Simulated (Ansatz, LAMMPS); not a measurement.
**Relaxing ionic liquid ethylammonium formate, from a frame at 450 K (225 atoms)**

How does ionic liquid ethylammonium formate, from a frame at 450 K (225 atoms) relax, and what do bonds, charges and levels look like afterwards?

Method: Kohn-Sham DFT, PBE+D3(BJ), PAW (set soft_2), plane waves, in Ansatz 0.2.0.

### Step 1. The starting structure

The cell holds 225 atoms: 45 C, 15 N, 135 H and 30 O. Its edges and angles: a = 12.991 Å, b = 12.991 Å, c = 12.991 Å, α = 90.0°, β = 90.0°, γ = 90.0°. 15 ethylammonium, 15 formate placed at random, at 1.03 g/cm³; overlaps pushed apart, then 10 ps at 700 K with MMFF94 bonds, angles, torsions, charges and radii (Halgren, J. Comput. Chem. 17, 490 (1996)) in harmonic and 12-6 forms; charges of ions scaled by 0.8. Snapshot after 30 ps at 450 K and fixed volume.

Limits known from the start: The network of contacts between molecules at the start is that of the classical potential that made the cell. The Brillouin zone is sampled at Γ only, in a cell whose shortest periodic width is 13 Å.

### Step 2. Single point at the start

The forces at the start show how far the geometry lies from a minimum of this functional.

input.yaml

```yaml
crystal:
  lattice:
    - [12.99138, 0.0, 0.0]
    - [0.0, 12.99138, 0.0]
    - [0.0, 0.0, 12.99138]
  atoms:
    - { symbol: C, position: [0.81509, 0.85531, 0.54097] }
    - { symbol: C, position: [0.80339, 0.87107, 0.43427] }
    - { symbol: "N", position: [0.90208, 0.89577, 0.38294] }
    - { symbol: H, position: [0.78726, 0.92281, 0.57486] }
    [... 215 atom lines left out ...]
    - { symbol: O, position: [0.87049, 0.14104, 0.38217] }
    - { symbol: H, position: [0.71778, 0.17166, 0.40137] }
    - { symbol: O, position: [0.70209, 0.36422, 0.81613] }
    - { symbol: C, position: [0.6644, 0.40416, 0.89882] }
    - { symbol: O, position: [0.69384, 0.39684, 0.9906] }
    - { symbol: H, position: [0.58351, 0.43823, 0.89519] }
kpoints:
  mp_grid: { grid: [1, 1, 1] }
hamiltonian:
  xc: pbe
  dispersion: d3bj
scf:
  occupations: { method: fixed }
output:
  forces: true
  stress: true
  populations: true
  dos:
    method: { smearing: { sigma: 0.15 } }
    de: 0.1
    projected: { site_lists: { C: [C], H: [H], "N": ["N"], O: [O] } }
  eigenvalues: true
```

Command:

```bash
$ ansatz run input.yaml --threads 4 --pin off --max-ram 8192MiB --backend cpu --events-out ev --progress --plain --runs-dir out
```

Wall time 28 s (4 threads of Intel Xeon Platinum 8488C (Sapphire Rapids), shared host); peak memory 3.2 GiB; 1.8 min of CPU time.

Numbers from this run:

| Item | Value |
| --- | --- |
| free energy | -36242.1088 eV |
| free energy per atom | -161.0760 eV/atom |
| SCF cycles | 11 |
| pressure | 2.726 GPa |
| r.m.s. force component | 1.051 eV/Å |
| longest force | 4.429 eV/Å |
| Fermi energy | -0.07436 eV |
| gap (highest filled to lowest empty level) | 3.03 eV |
| spilling of the projection | 0.0135 |

The r.m.s. force component of 1.1 eV/Å and the pressure of 2.7 GPa set the starting point.

Neighbours are counted within 1.34 Å (H-C), 1.27 Å (H-N), 1.85 Å (C-C), 1.68 Å (C-O), 1.79 Å (C-N).

Length of the force by element and coordination:

| element | coordination | atoms | mean length of the force (eV/Å) | spread | least | most |
| --- | --- | --- | --- | --- | --- | --- |
| C | all | 45 | 2.32 | 0.869 | 0.359 | 4.10 |
| C | 3 | 15 | 2.52 | 0.973 | 0.466 | 4.10 |
| C | 4 | 30 | 2.22 | 0.794 | 0.359 | 3.83 |
| H | all | 135 | 1.24 | 0.707 | 0.228 | 4.43 |
| N | all | 15 | 2.48 | 1.13 | 0.975 | 4.39 |
| O | all | 30 | 1.44 | 0.805 | 0.337 | 4.02 |

### Step 3. Cell and atoms relaxed

Cell and atoms are freed together, to release stress as well as forces.

input.yaml, the sections that differ from step 2:

```yaml
output:
  forces: true
relax:
  f_tol: 0.03
  max_steps: 200
  cell: {}
# crystal, kpoints, hamiltonian, scf: as in step 2
```

Run time: 17 min. Hardware: 4 threads; peak memory 3 GiB; 63 min of CPU time.

Relaxation path (22 of 83):

| step | energy less that of the first step (eV) | largest force component (eV/Å) | pressure (GPa) | volume (Å³) |
| --- | --- | --- | --- | --- |
| 1 | 0.0000 | 4.1804 | 2.73 | 2192.63 |
| 5 | -14.0539 | 0.9325 | -0.68 | 2207.86 |
| 9 | -16.1398 | 0.3219 | 0.04 | 2200.39 |
| 13 | -16.4316 | 0.5249 | -0.22 | 2200.14 |
| 17 | -16.8495 | 0.0726 | 0.00 | 2188.24 |
| 21 | -16.9416 | 0.3895 | -0.05 | 2184.63 |
| 24 | -17.0356 | 0.1443 | -0.08 | 2178.15 |
| 28 | -17.0536 | 0.3684 | -0.05 | 2175.23 |
| 32 | -17.0754 | 0.1568 | -0.07 | 2176.06 |
| 36 | -17.0880 | 0.0593 | -0.01 | 2174.88 |
| 40 | -17.0988 | 0.0527 | 0.03 | 2172.90 |
| 44 | -17.1008 | 0.0638 | -0.04 | 2173.27 |
| 48 | -17.1084 | 0.0265 | -0.01 | 2171.46 |
| 52 | -17.1018 | 0.0712 | 0.03 | 2159.79 |
| 56 | -17.1117 | 0.0391 | -0.03 | 2158.48 |
| 60 | -17.1297 | 0.0570 | -0.02 | 2154.06 |
| 63 | -17.1334 | 0.0391 | 0.00 | 2153.76 |
| 67 | -17.1453 | 0.0420 | -0.01 | 2151.41 |
| 71 | -17.1533 | 0.0534 | 0.00 | 2149.82 |
| 75 | -17.1594 | 0.0844 | -0.01 | 2148.65 |
| 79 | -17.1162 | 0.0730 | -0.02 | 2146.45 |
| 83 | -17.1177 | 0.0294 | 0.00 | 2140.64 |

Relaxation steps 10, 16, 19, 28, 29, 32, 45, 59 and 2 more were tried and not accepted.

| cell as run | before | after | change |
| --- | --- | --- | --- |
| a (Å) | 12.991 | 12.981 | -0.1 % |
| b (Å) | 12.991 | 12.836 | -1.2 % |
| c (Å) | 12.991 | 12.878 | -0.9 % |
| α (°) | 90.00 | 92.08 | +2.3 % |
| β (°) | 90.00 | 87.49 | -2.8 % |
| γ (°) | 90.00 | 87.82 | -2.4 % |
| volume (Å³/atom) | 9.75 | 9.51 | -2.4 % |

The atoms that moved most (Å, as changes of fractional coordinates times the final cell):

| atom | dx | dy | dz | length |
| --- | --- | --- | --- | --- |
| H140 | 0.695 | 1.483 | -0.933 | 1.885 |
| H138 | -0.706 | 1.612 | -0.178 | 1.769 |
| H125 | -1.103 | -0.927 | 0.629 | 1.572 |
| H118 | 0.024 | 1.097 | 1.114 | 1.563 |
| H217 | 0.588 | 0.818 | -1.195 | 1.563 |
| H205 | -0.165 | -1.483 | -0.050 | 1.493 |
| H197 | -0.422 | 0.886 | 1.113 | 1.484 |
| H71 | 1.281 | -0.260 | -0.628 | 1.450 |

The relaxation changed the energy by -76.1 meV/atom, and atoms moved by 0.80 Å r.m.s., 1.9 Å at most.

### Step 4. Local order after relaxation

Bonds before and after, by the cutoffs listed below:

| pair | bonds before | bonds after | mean before (Å) | mean after (Å) | spread before (Å) | spread after (Å) |
| --- | --- | --- | --- | --- | --- | --- |
| H-C | 90 | 90 | 1.098 | 1.100 | 0.039 | 0.008 |
| H-N | 45 | 45 | 1.027 | 1.054 | 0.032 | 0.010 |
| C-C | 15 | 15 | 1.501 | 1.517 | 0.039 | 0.002 |
| C-O | 30 | 30 | 1.260 | 1.264 | 0.022 | 0.011 |
| C-N | 15 | 15 | 1.479 | 1.492 | 0.038 | 0.003 |

Density 1.06 g/cm³, 9.514 Å³ an atom.

g(r), total and by pair (bins of 0.2 Å):

| r (Å) | total | H-H | H-C | H-O | H-N | C-C | C-O |
| --- | --- | --- | --- | --- | --- | --- | --- |
| 1.00 | 3.54 | 0.00 | 9.10 | 0.00 | 17.00 | 0.00 | 0.00 |
| 1.20 | 1.02 | 0.00 | 1.66 | 0.00 | 0.00 | 0.00 | 11.75 |
| 1.40 | 0.23 | 0.00 | 0.00 | 0.00 | 0.00 | 0.00 | 0.00 |
| 1.60 | 0.57 | 0.60 | 0.00 | 0.84 | 0.00 | 5.45 | 0.00 |
| 1.80 | 1.28 | 2.62 | 0.00 | 2.14 | 0.00 | 0.00 | 0.00 |
| 2.00 | 0.55 | 0.02 | 0.62 | 1.65 | 1.66 | 0.00 | 0.00 |
| 2.20 | 1.07 | 0.37 | 3.04 | 0.08 | 1.21 | 0.00 | 0.00 |
| 2.40 | 0.80 | 1.57 | 0.43 | 0.33 | 0.00 | 0.00 | 0.00 |
| 2.60 | 0.92 | 1.70 | 0.72 | 0.69 | 0.06 | 0.00 | 0.00 |
| 2.80 | 0.92 | 0.80 | 0.72 | 0.85 | 1.81 | 0.00 | 0.00 |
| 3.00 | 0.86 | 1.25 | 0.81 | 1.01 | 0.64 | 0.00 | 0.00 |
| 3.20 | 0.92 | 0.86 | 0.97 | 1.66 | 0.45 | 0.00 | 0.60 |
| 3.40 | 1.09 | 0.83 | 0.91 | 1.67 | 1.34 | 0.65 | 2.08 |
| 3.60 | 0.96 | 0.86 | 0.89 | 1.14 | 0.58 | 1.23 | 2.10 |
| 3.80 | 0.98 | 0.84 | 0.88 | 1.02 | 0.76 | 1.97 | 1.79 |
| 4.00 | 0.91 | 0.85 | 0.86 | 1.04 | 0.90 | 1.27 | 0.99 |
| 4.20 | 1.00 | 0.92 | 1.02 | 1.02 | 1.01 | 1.34 | 1.21 |
| 4.40 | 1.04 | 0.84 | 1.11 | 1.28 | 1.06 | 1.42 | 1.11 |
| 4.60 | 1.08 | 1.03 | 1.12 | 0.94 | 1.19 | 1.71 | 1.07 |
| 4.80 | 1.01 | 1.15 | 1.03 | 0.71 | 0.81 | 0.78 | 1.15 |
| 5.00 | 1.04 | 1.10 | 1.08 | 0.88 | 0.77 | 1.07 | 1.31 |
| 5.20 | 1.02 | 0.95 | 1.02 | 1.04 | 1.18 | 1.06 | 1.00 |
| 5.40 | 1.06 | 1.01 | 1.02 | 1.26 | 1.07 | 1.13 | 1.06 |
| 5.60 | 1.00 | 1.04 | 0.93 | 0.96 | 1.21 | 0.83 | 0.89 |
| 5.80 | 1.02 | 1.07 | 1.00 | 1.06 | 1.14 | 0.70 | 0.88 |
| 6.00 | 0.96 | 0.92 | 0.98 | 0.97 | 1.08 | 0.91 | 0.76 |
| 6.20 | 0.98 | 1.09 | 0.93 | 0.87 | 1.15 | 0.99 | 0.84 |

Bonds by pair of elements; cutoffs follow the first minimum of g(r), held within bounds set by covalent radii, and pairs that aren't listed don't count as bonded:

| pair A-B | cutoff (Å) | bonds | mean length (Å) | spread (Å) | shortest (Å) | B about A | A about B |
| --- | --- | --- | --- | --- | --- | --- | --- |
| H-C | 1.34 | 90 | 1.1 | 0.008 | 1.09 | 0.667 | 2 |
| H-N | 1.27 | 45 | 1.05 | 0.01 | 1.04 | 0.333 | 3 |
| C-C | 1.85 | 15 | 1.52 | 0.002 | 1.51 | 0.667 | 0.667 |
| C-O | 1.68 | 30 | 1.26 | 0.011 | 1.24 | 0.667 | 1 |
| C-N | 1.79 | 15 | 1.49 | 0.003 | 1.49 | 0.333 | 1 |

How many atoms have how many bonded neighbours:

| element | mean | 1 | 3 | 4 |
| --- | --- | --- | --- | --- |
| C | 3.67 | 0 | 15 | 30 |
| H | 1 | 135 | 0 | 0 |
| N | 4 | 0 | 0 | 15 |
| O | 1 | 30 | 0 | 0 |

Bond angles (no mean is given where the spread exceeds 20°):

| angle | count | mean (°) | spread (°) |
| --- | --- | --- | --- |
| C-C-H | 75 | 111 | 0.7 |
| H-C-H | 60 | 108 | 0.7 |
| H-N-H | 45 | 109 | 2.4 |
| C-N-H | 45 | 110 | 1.8 |
| H-C-N | 30 | 107 | 0.6 |

Bond length by coordination (bonds to H left out):

| element | coordination | atoms | mean bond length (Å) |
| --- | --- | --- | --- |
| C | 3 | 15 | 1.26 |
| C | 4 | 30 | 1.51 |

With the cutoffs above, 67 % of C atoms have 4, all H atoms have 1, all N atoms have 4 and all O atoms have 1 bonded neighbour. The C-C-H angle averages 111° with a spread of 0.7°.

### Step 5. Single point at the relaxed geometry

One more single point at the end of the walk gives the fuller output and checks the residual forces.

input.yaml

```yaml
crystal:
  lattice:
    - [12.9752, 0.24785, 0.28596]
    - [0.24785, 12.83191, -0.23628]
    - [0.28596, -0.23628, 12.87258]
  atoms:
    - { symbol: C, position: [0.83033, 0.82243, 0.52369] }
    - { symbol: C, position: [0.85334, 0.83148, 0.408] }
    - { symbol: "N", position: [0.9458, 0.89347, 0.38555] }
    - { symbol: H, position: [0.81201, 0.89908, 0.56199] }
    [... 215 atom lines left out ...]
    - { symbol: O, position: [0.86192, 0.09777, 0.42107] }
    - { symbol: H, position: [0.73119, 0.18862, 0.4239] }
    - { symbol: O, position: [0.67691, 0.38668, 0.81446] }
    - { symbol: C, position: [0.62556, 0.4275, 0.8912] }
    - { symbol: O, position: [0.65053, 0.42486, 0.98569] }
    - { symbol: H, position: [0.5521, 0.47153, 0.87608] }
kpoints:
  mp_grid: { grid: [1, 1, 1] }
hamiltonian:
  xc: pbe
  dispersion: d3bj
scf:
  occupations: { method: fixed }
output:
  forces: true
  stress: true
  populations: true
  dos:
    method: { smearing: { sigma: 0.1 } }
    de: 0.1
    projected: { site_lists: { C: [C], H: [H], "N": ["N"], O: [O] } }
  eigenvalues: true
  write_density: true
  write_potential: true
  volumetric_format: npy
```

Wall time 26 s (4 threads); peak memory 3.2 GiB; 1.7 min of CPU time.

The program notes that the exchange-correlation potential is rough where the density is thin.

Read from the output:

```
free energy                                      : -36259.2265 eV
free energy per atom                             : -161.1521 eV/atom
SCF cycles                                       : 10
pressure                                         : 0.001148 GPa
r.m.s. force component                           : 0.00577 eV/Å
longest force                                    : 0.03873 eV/Å
Fermi energy                                     : -0.5476 eV
gap (highest filled to lowest empty level) : 4.371 eV
spilling of the projection                       : 0.0128
```

Löwdin charges by element and coordination (they lack the spilled electrons, 0.032 e an atom on average):

| element | coordination | atoms | mean charge (e) | spread | least | most |
| --- | --- | --- | --- | --- | --- | --- |
| C | all | 45 | -0.0635 | 0.367 | -0.471 | 0.433 |
| C | 3 | 15 | 0.424 | 0.0058 | 0.415 | 0.433 |
| C | 4 | 30 | -0.307 | 0.153 | -0.471 | -0.146 |
| H | all | 135 | 0.229 | 0.0739 | 0.0875 | 0.341 |
| N | all | 15 | -0.372 | 0.0077 | -0.383 | -0.357 |
| O | all | 30 | -0.506 | 0.0192 | -0.556 | -0.475 |

States in the cell by windows of 1 eV, zero at the Fermi level; the larger projections on atomic orbitals stand beside the total:

| from (eV) | to (eV) | total | O p | C p | H s | N p | C s |
| --- | --- | --- | --- | --- | --- | --- | --- |
| -14 | -13 | 22.3 | 0.0 | 1.7 | 6.2 | 1.5 | 11.4 |
| -13 | -12 | 7.7 | 0.0 | 0.6 | 2.1 | 0.5 | 4.0 |
| -12 | -11 | 0.0 | 0.0 | 0.0 | 0.0 | 0.0 | 0.0 |
| -11 | -10 | 13.3 | 0.1 | 2.1 | 4.2 | 2.1 | 4.4 |
| -10 | -9 | 20.3 | 0.8 | 3.3 | 6.1 | 2.9 | 6.2 |
| -9 | -8 | 36.3 | 5.9 | 6.1 | 8.6 | 8.6 | 3.8 |
| -8 | -7 | 46.9 | 3.5 | 8.7 | 11.7 | 19.2 | 1.7 |
| -7 | -6 | 25.0 | 3.0 | 8.9 | 4.7 | 6.7 | 0.5 |
| -6 | -5 | 61.9 | 17.4 | 22.1 | 9.9 | 6.9 | 0.4 |
| -5 | -4 | 65.5 | 25.9 | 23.1 | 7.1 | 4.8 | 0.2 |
| -4 | -3 | 67.8 | 5.8 | 37.4 | 18.3 | 4.7 | 0.2 |
| -3 | -2 | 23.1 | 1.0 | 11.1 | 10.0 | 0.6 | 0.0 |
| -2 | -1 | 28.5 | 25.6 | 0.5 | 1.0 | 0.9 | 0.1 |
| -1 | 0 | 57.2 | 48.5 | 1.1 | 4.4 | 2.0 | 0.3 |
| 0 | 1 | 4.3 | 3.7 | 0.1 | 0.3 | 0.1 | 0.0 |
| 1 | 4 | 0.0 | 0.0 | 0.0 | 0.0 | 0.0 | 0.0 |
| 4 | 5 | 17.8 | 6.1 | 9.0 | 0.7 | 0.1 | 0.2 |

With fixed occupations the program's Fermi level is the highest filled level; weight inside the gap is the broadening of levels at its edges.

Between -22 and -14 eV lie 90 more states.

The levels nearest the highest filled one (over half full), pooled over k-points and spins:

| level less the highest filled one (eV) | occupation |
| --- | --- |
| -0.214 | 2 |
| -0.120 | 2 |
| -0.0826 | 2 |
| -0.0422 | 2 |
| -0.0193 | 2 |
| 0 | 2 |
| 4.37 | 0 |
| 4.41 | 0 |
| 4.66 | 0 |
| 4.70 | 0 |
| 4.72 | 0 |
| 4.74 | 0 |

Mean Löwdin charges: C -0.06, H +0.23, N -0.37, O -0.51 e (they miss 1.3 % of the electrons, so they add up to more than the cell's charge). The largest share in the top eV of filled states is O p (86 % of the projected weight), and in the lowest eV of empty states C p (51 % of the projected weight).

### Step 6. What came out

* energy change in the relaxation: -76.08 meV/atom
* r.m.s. displacement: 0.796 Å
* largest displacement: 1.885 Å
* free energy per atom: -161.1521 eV/atom
* pressure: 0.001148 GPa
* r.m.s. force component: 0.00577 eV/Å
* gap (highest filled to lowest empty level): 4.371 eV
* wall time of the 3 DFT runs: 18 min

In words: Relaxation lowers the energy by 76.1 meV/atom and moves atoms by 0.80 Å r.m.s.; the r.m.s. force component goes from 1.1 to 0.0058 eV/Å, the pressure goes from 2.7 to 0.0011 GPa, and the gap from 3.03 to 4.37 eV. Displacements are taken in the final cell, so they leave out its strain. By the final cutoffs no bond was broken or made. The cell shrank by 2.4 % in volume. From the first step to the last the energy fell by 17.118 eV, and the largest move was 1.88 Å (H140). The H-N bonds change most in mean length: from 1.027 Å (spread 0.032) to 1.054 Å (spread 0.010). With the cutoffs above, 67 % of C atoms have 4, all H atoms have 1, all N atoms have 4 and all O atoms have 1 bonded neighbour. The highest filled and lowest empty levels differ by 4.37 eV (at Γ alone); a semilocal functional tends to put such gaps too low. In a disordered cell it changes from sample to sample and from frame to frame.

**Limits.** The network of contacts between molecules at the start is that of the classical potential that made the cell; in DFT atoms moved by 0.80 Å r.m.s.

[Logs are printed without paths, hosts, clocks, repeated set-up lines and the standing remarks that a program may print on its own settings, such as how far it seeks lower states.]

[Hosts, paths, dates, database ids (printed as entryN), source tags and the programs' standing remarks are cut or masked in the printed files.]

[The MMFF94 radii named for the starting cell were scaled by 0.96; in molecules described by MMFF94, hydrogen bound to N, O or S took a small fixed 12-6 site in their place.]
